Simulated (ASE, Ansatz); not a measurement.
# Random cubic perovskite alloy of BaHfO3 and BaTiO3 (135 atoms): geometry optimisation, part 2 of 2

Wanted: the relaxed structure of random cubic perovskite alloy of BaHfO3 and BaTiO3 (135 atoms) and its electronic structure.

Ansatz 0.2.0; Kohn-Sham DFT, RPBE, PAW (set soft_2), plane waves.

The cell: 27 Ba, 18 Hf, 81 O and 9 Ti. The host structure and its lattice constant were typed by rule, without a check against the phase diagram. The Brillouin zone is sampled at Γ only, in a cell whose shortest periodic width is 12 Å. No spin–orbit coupling is included.

So far. Step 3 (Relaxation): The relaxation changed the energy by -24.8 meV/atom, and atoms moved by 0.072 Å r.m.s., 0.15 Å at most.

## 5. Single point at the relaxed geometry

One more single point at the end of the walk gives the fuller output and checks the residual forces.

File input.yaml:

```yaml
crystal:
  lattice:
    - [12.3399, 0.0, 0.0]
    - [0.0, 12.3399, 0.0]
    - [0.0, 0.0, 12.3399]
  atoms:
    - { symbol: Ba, position: [0.00021, 0.99965, 0.99835] }
    - { symbol: Hf, position: [0.16577, 0.17225, 0.16798] }
    - { symbol: O, position: [0.1675, 0.16166, 0.00051] }
    - { symbol: O, position: [0.00113, 0.16185, 0.17083] }
    - { symbol: O, position: [0.16903, 0.9919, 0.16932] }
    - { symbol: Ba, position: [0.99895, 0.00521, 0.33588] }
    - { symbol: Ti, position: [0.15879, 0.16896, 0.49946] }
    - { symbol: O, position: [0.16889, 0.16443, 0.33921] }
    - { symbol: O, position: [0.00842, 0.16749, 0.50001] }
    - { symbol: O, position: [0.16922, 0.0039, 0.50098] }
    - { symbol: Ba, position: [0.99765, 0.00558, 0.662] }
    - { symbol: Hf, position: [0.16608, 0.16654, 0.83128] }
    - { symbol: O, position: [0.16854, 0.16394, 0.66221] }
    - { symbol: O, position: [0.00089, 0.16435, 0.83005] }
    - { symbol: O, position: [0.16987, 0.99131, 0.83658] }
    - { symbol: Ba, position: [0.99948, 0.33842, 0.99935] }
    - { symbol: Ti, position: [0.16381, 0.50908, 0.16581] }
    - { symbol: O, position: [0.16762, 0.49982, 0.00584] }
    - { symbol: O, position: [0.0071, 0.49917, 0.166] }
    - { symbol: O, position: [0.16908, 0.33546, 0.16725] }
    - { symbol: Ba, position: [0.99947, 0.33324, 0.33545] }
    - { symbol: Hf, position: [0.16644, 0.50003, 0.49806] }
    - { symbol: O, position: [0.16836, 0.49846, 0.32919] }
    - { symbol: O, position: [0.00073, 0.49717, 0.50087] }
    - { symbol: O, position: [0.17042, 0.32825, 0.5007] }
    - { symbol: Ba, position: [0.99612, 0.33306, 0.66441] }
    - { symbol: Hf, position: [0.16319, 0.50373, 0.83464] }
    - { symbol: O, position: [0.16909, 0.4991, 0.6672] }
    - { symbol: O, position: [0.99672, 0.50186, 0.83397] }
    - { symbol: O, position: [0.16837, 0.3334, 0.83667] }
    - { symbol: Ba, position: [0.0018, 0.66883, 0.99944] }
    - { symbol: Ti, position: [0.15818, 0.84078, 0.16197] }
    [... 97 atom lines left out ...]
    - { symbol: O, position: [0.83537, 0.66664, 0.50084] }
    - { symbol: Ba, position: [0.66309, 0.66651, 0.66897] }
    - { symbol: Hf, position: [0.82775, 0.8327, 0.83314] }
    - { symbol: O, position: [0.83846, 0.83253, 0.66696] }
    - { symbol: O, position: [0.66525, 0.83221, 0.83443] }
    - { symbol: O, position: [0.83642, 0.66121, 0.83199] }
kpoints:
  mp_grid: { grid: [1, 1, 1] }
hamiltonian:
  xc: rpbe
scf:
  occupations: { method: fixed }
output:
  forces: true
  stress: true
  populations: true
  dos:
    method: { smearing: { sigma: 0.15 } }
    de: 0.1
    projected: { site_lists: { Ba: [Ba], Hf: [Hf], O: [O], Ti: [Ti] } }
  eigenvalues: true
  write_density: true
  write_potential: true
  volumetric_format: npy
```

Started as:

```console
ansatz run input.yaml --threads 4 --pin off --max-ram 8192MiB --backend cpu --events-out ev --progress --plain --runs-dir out
```

Standard output:

```text
[...]
Crystal: 135 atoms, lattice volume = 1879.035 Å³
Basis set: ecut = 420 eV, 36785 PW (Γ), exchange–correlation on 180×180×180 points (8 copies of the dense FFT grid, shifted against one another)
Bands: 801, of which v1, the nominal top of the filled ones, is band 666 counted from 1 (665 counted from 0)
Symmetry: 1 space group operations
[...]
k-points: 1
[...]
SCF iter   1: F=—  HF=-512973.295776 eV  |F-HF|=—  |Δ(HF+E_count)|=         —  Δρ=4.33e-3  dr2=4.15e-1  ethr=1.77e-3  ⟨swp⟩=5.0  Hψ=2469  notcnv=0  defer=129
[...]
SCF iter  12: F=-512973.251002 eV  HF=-512973.251002 eV  |F-HF|=6.69e-9  |Δ(HF+E_count)|=   4.42e-9  Δρ=8.99e-7  dr2=9.31e-9  ethr=7.51e-12  ⟨swp⟩=21.0  Hψ=7638  notcnv=0
SCF 1 converged in 12 iterations: F = -512973.251002 eV  dr2 = 9.31e-9
[...]
SCF converged after 12 iterations
Free energy (F): -512973.251002 eV
[...]
Internal energy: -512973.251002 eV  (E = F + TS)
E sigma→0 (E₀):  -512973.251002 eV
Fermi energy:    11.248745 eV
[...]
--- Forces (eV/Å), atoms counted from 1 ---
  atom   1  Ba     0.00657097    -0.00560902     0.00716930
  atom   2  Hf    -0.00207853    -0.04242477     0.00864464
  atom   3  O     -0.00843564     0.00941574     0.01034679
  atom   4  O      0.00240322     0.00175416    -0.00764430
  atom   5  O     -0.00602163     0.00262558    -0.00363380
  atom   6  Ba    -0.00443085     0.00314078     0.00647198
  atom   7  Ti    -0.00181720    -0.00488440    -0.00516700
  atom   8  O     -0.00836572    -0.00053770    -0.00473734
  atom   9  O      0.00347037     0.00061583    -0.00194523
  atom  10  O     -0.00582746    -0.00587938     0.00695548
  atom  11  Ba     0.00138717     0.00603957    -0.00649370
  atom  12  Hf     0.00355101    -0.00040569    -0.01229275
  atom  13  O     -0.00054862    -0.00088677     0.01496513
  atom  14  O     -0.00499741     0.00136512     0.00736075
[...]
atom 134  O      0.01736097     0.00270996     0.00332631
  atom 135  O     -0.00448515     0.00398105     0.00285908
  max |Σ_I F_I| component: 6.68e-5 eV/Å
--- Stress (GPa, compression-positive) ---
        9.546974      -0.078548      -0.019562
       -0.078548       8.141362      -0.012616
       -0.019562      -0.012616       8.375715
  P = ⅓ Tr σ = 8.6880 GPa (86.880 kbar)
--- Band table (eV) ---
[...]
--- Löwdin populations: 135 sites ---
  site symbol       q [e]
     0     Ba      8.1948
     1     Hf     24.8504
     2      O      6.8725
[...]
134      O      6.8768
  spilling = 0.007263 (of n_electrons = 1332.000000)
```

Run time: 3.3 min. Hardware: 4 threads of Arm Neoverse N1, shared host; peak memory 3.9 GiB.

Read from the output:

```
free energy                                      : -512973.2510 eV
free energy per atom                             : -3799.8019 eV/atom
SCF cycles                                       : 12
pressure                                         : 8.688 GPa
r.m.s. force component                           : 0.00869 eV/Å
longest force                                    : 0.06107 eV/Å
Fermi energy                                     : 11.25 eV
gap (highest filled to lowest empty level) : 2.981 eV
spilling of the projection                       : 0.007263
```

Löwdin charges by element and coordination (they lack the spilled electrons, 0.072 e an atom on average):

```csv
element,coordination,atoms,mean charge (e),spread,least,most
Ba,all,27,1.80,0.0054,1.79,1.81
Hf,all,18,1.16,0.0102,1.15,1.18
O,all,81,-0.879,0.0196,-0.924,-0.825
Ti,all,9,1.25,0.0167,1.22,1.28
```

States in the cell by windows of 1 eV, zero at the Fermi level; the larger projections on atomic orbitals stand beside the total:

| from (eV) | to (eV) | total | O p | Hf f | Hf d | Ba p | Ti d | O s |
| --- | --- | --- | --- | --- | --- | --- | --- | --- |
| -18 | -17 | 0.1 | 0.0 | 0.0 | 0.0 | 0.0 | 0.0 | 0.0 |
| -17 | -16 | 54.7 | 0.1 | 0.0 | 4.1 | 0.8 | 0.7 | 41.2 |
| -16 | -15 | 107.3 | 0.2 | 0.4 | 4.9 | 1.3 | 1.8 | 92.9 |
| -15 | -11 | 0.0 | 0.0 | 0.0 | 0.0 | 0.0 | 0.0 | 0.0 |
| -11 | -10 | 76.4 | 3.4 | 4.4 | 1.3 | 65.7 | 0.2 | 1.2 |
| -10 | -9 | 337.6 | 3.0 | 246.1 | 0.6 | 84.8 | 0.2 | 2.5 |
| -9 | -4 | 0.0 | 0.0 | 0.0 | 0.0 | 0.0 | 0.0 | 0.0 |
| -4 | -3 | 92.8 | 68.6 | 0.1 | 10.9 | 0.4 | 3.7 | 1.1 |
| -3 | -2 | 118.3 | 85.9 | 0.1 | 13.1 | 3.9 | 10.8 | 0.6 |
| -2 | -1 | 116.1 | 99.0 | 0.2 | 5.9 | 2.0 | 2.9 | 0.5 |
| -1 | 0 | 143.8 | 135.5 | 0.4 | 1.4 | 1.4 | 0.8 | 0.2 |
| 0 | 1 | 15.0 | 14.5 | 0.0 | 0.1 | 0.1 | 0.0 | 0.0 |
| 1 | 2 | 0.0 | 0.0 | 0.0 | 0.0 | 0.0 | 0.0 | 0.0 |
| 2 | 3 | 2.0 | 0.1 | 0.0 | 0.5 | 0.0 | 1.3 | 0.0 |
| 3 | 4 | 41.9 | 5.9 | 0.0 | 4.0 | 0.0 | 30.5 | 0.1 |
| 4 | 5 | 17.0 | 2.7 | 0.0 | 3.9 | 0.0 | 9.0 | 0.1 |

With fixed occupations the program's Fermi level is the highest filled level; weight inside the gap is the broadening of levels at its edges.

Between -26 and -18 eV lie 54 more states.

The levels nearest the highest filled one (over half full), pooled over k-points and spins:

| level less the highest filled one (eV) | occupation |
| --- | --- |
| -0.0569 | 2 |
| -0.0436 | 2 |
| -0.0324 | 2 |
| -0.025 | 2 |
| -0.0195 | 2 |
| 0 | 2 |
| 2.98 | 0 |
| 3.00 | 0 |
| 3.07 | 0 |
| 3.11 | 0 |
| 3.12 | 0 |
| 3.17 | 0 |

Valence density in the ac plane at fractional y = 0.160, with atoms of Hf and O and Ti within 0.2 Å of it. It is the smooth field of the valence electrons, not physical close to the nuclei.

Ten steps, logarithmic in the rise over the least value, from '0' (0 e/Å³) to '9' (27 e/Å³), each cell a mean:
```
00013564200000024654100000125653100
00002332100000012332100000012321000
32114664212332125664113332135652123
65337997425664258996335664268985246
65336997324664247986225653258984235
22112443111221113442112221124431112
00012332100000012442100000012331000
00014665200000024664200000135653100
00014664200000024664100000135653100
00002332100000012332000000012321000
43213542112432135653112432134531013
66436775225664358986225664357762135
65325764124553257985224654256652125
22112332011221123442011221113321012
00012443100000012442100000024442000
00014665200000024664200000136663100
00013554200000024664100000024552100
10001222100110012332100100012221001
43214664213442125663113432136653123
65337997435664358996335664369985246
54236887324554247986225653258974235
21112443111221113442111221123431011
00012443100000013442100000013432000
00014665200000025664200000135663100
```
Columns run along a (12.3 Å), rows up along c (12.3 Å). Atoms in or near the plane, at fractional coordinates: Hf at (0.17, 0.17), O at (0.17, 0.00), O at (0.00, 0.17), Ti at (0.16, 0.50), O at (0.17, 0.34), O at (0.01, 0.50), Hf at (0.17, 0.83), O at (0.17, 0.66), O at (0.00, 0.83), Hf at (0.50, 0.17), O at (0.50, 0.00), O at (0.33, 0.17), Hf at (0.49, 0.50), O at (0.50, 0.33) and more.

Electrostatic potential energy in the ac plane at fractional y = 0.160, with atoms of Hf and O and Ti within 0.2 Å of it. With pseudopotentials it is smooth inside the atoms' cores, unlike the true potential.

Ten even steps from '0' (-32 eV) to '9' (16 eV), each cell a mean:
```
99996215999999995126999999984138999
99998778999999998778999999987779999
78974224798779863225798679853236897
02751111474004731212672016621113761
13761111585115741112683127731114762
89986445899889975457899899875457899
99998668999999998668999999998679999
99996003999999994004999999982027999
99996114999999995116999999983028999
99998778999999988778999999997689999
67975335898678863235898678853357998
01651112683005731212683004621125872
13762113785226731113785126631126884
89986557999999875457899999875578999
99998557999999998568999999996469999
99995003999999994004999999971017999
99997325999999995126999999984248999
99998778999999998778999999987788999
57874224788668863225797679853236886
02751111473004731212671016621213750
24862111585226741112684137731114773
99986556899999975456899999875457999
99998657999999998568999999997579999
99995003999999993005999999982017999
```
Columns run along a (12.3 Å; values clipped at the 3rd and 97th percentile), rows up along c (12.3 Å). Atoms in or near the plane, at fractional coordinates: Hf at (0.17, 0.17), O at (0.17, 0.00), O at (0.00, 0.17), Ti at (0.16, 0.50), O at (0.17, 0.34), O at (0.01, 0.50), Hf at (0.17, 0.83), O at (0.17, 0.66), O at (0.00, 0.83), Hf at (0.50, 0.17), O at (0.50, 0.00), O at (0.33, 0.17), Hf at (0.49, 0.50), O at (0.50, 0.33) and more.

Mean Löwdin charges: Ba +1.80, Hf +1.16, O -0.88, Ti +1.25 e (they miss 0.73 % of the electrons, so they add up to more than the cell's charge). The largest share in the top eV of filled states is O p (96 % of the projected weight), and in the lowest eV of empty states Ti d (75 % of the projected weight).

The surroundings of Ti117, one of the 9 Ti atoms, nearest first, numbered as they follow in the input and with coordinates relative to it.

```
 atom      x      y      z  distance (Å)  bonds  Löwdin charge (e)
Ti117   0.00   0.00   0.00          0.00      6               1.28
 O119  -1.94  -0.02  -0.02          1.94      6              -0.88
 O135   0.08   1.96  -0.02          1.96      6              -0.88
 O108   0.05  -0.04   1.98          1.98      6              -0.89
 O118   0.05  -0.05  -2.00          2.00      6              -0.89
 O120   0.06  -2.02  -0.02          2.02      6              -0.90
  O29   2.05  -0.01   0.00          2.05      6              -0.90
Ba106  -2.01  -2.04   2.03          3.51     12               1.81
 Ba41   2.06   2.01  -2.05          3.53     12               1.81
Ba131  -2.06   2.02  -2.03          3.53     12               1.80
Ba116  -2.03  -2.05  -2.08          3.55     12               1.80
 Ba16   2.09  -2.03   2.05          3.56     12               1.81
 Ba31   2.12   2.05   2.05          3.59     12               1.80
Ba121  -2.11   2.08   2.04          3.59     12               1.80
 Ba26   2.05  -2.09  -2.09          3.59     12               1.80
```

## 6. Outcome

```yaml
energy_change_in_the_relaxation: -24.75 meV/atom
r_m_s_displacement: 0.072 Å
largest_displacement: 0.149 Å
free_energy_per_atom: -3799.8019 eV/atom
density: 7.642 g/cm³
pressure: 8.688 GPa
r_m_s_force_component: 0.00869 eV/Å
spacing_of_highest_filled_and_lowest_empty_level: 2.981 eV
wall_time_of_the_3_dft_runs: 14 min
```

**Reading.** Relaxation lowers the energy by 24.8 meV/atom and moves atoms by 0.072 Å r.m.s.; the r.m.s. force component goes from 0.61 to 0.0087 eV/Å, the pressure goes from 8.9 to 8.7 GPa, and the gap from 2.31 to 2.98 eV. By the final cutoffs no bond was broken or made. First to last step the energy falls by 3.341 eV; the largest move, 0.15 Å, is that of Ti87. The O-Ti bonds change most in mean length: from 2.049 Å (spread 0.033) to 2.008 Å (spread 0.112). By these cutoffs all Ba atoms have 12, all Hf atoms have 6, all O atoms have 6 and all Ti atoms have 6 bonded neighbours. The highest filled and lowest empty levels differ by 2.98 eV at Γ alone; the mesh holds the band edges only if they fold onto it, so the gap at this level can be narrower or closed.

Caveats: The pressure of 8.7 GPa says that the cell would expand at this level of theory.

[Long decimals in the printed logs are rounded to 6 places.]

[Logs are printed without paths, hosts, clocks, repeated set-up lines and the standing remarks that a program may print on its own settings, such as how far it seeks lower states.]

[Hosts, paths, dates, database ids (printed as entryN), source tags and the programs' standing remarks are cut or masked in the printed files.]

[A walk said to have stopped at its limit may instead have ended on an SCF cycle that didn't converge.]
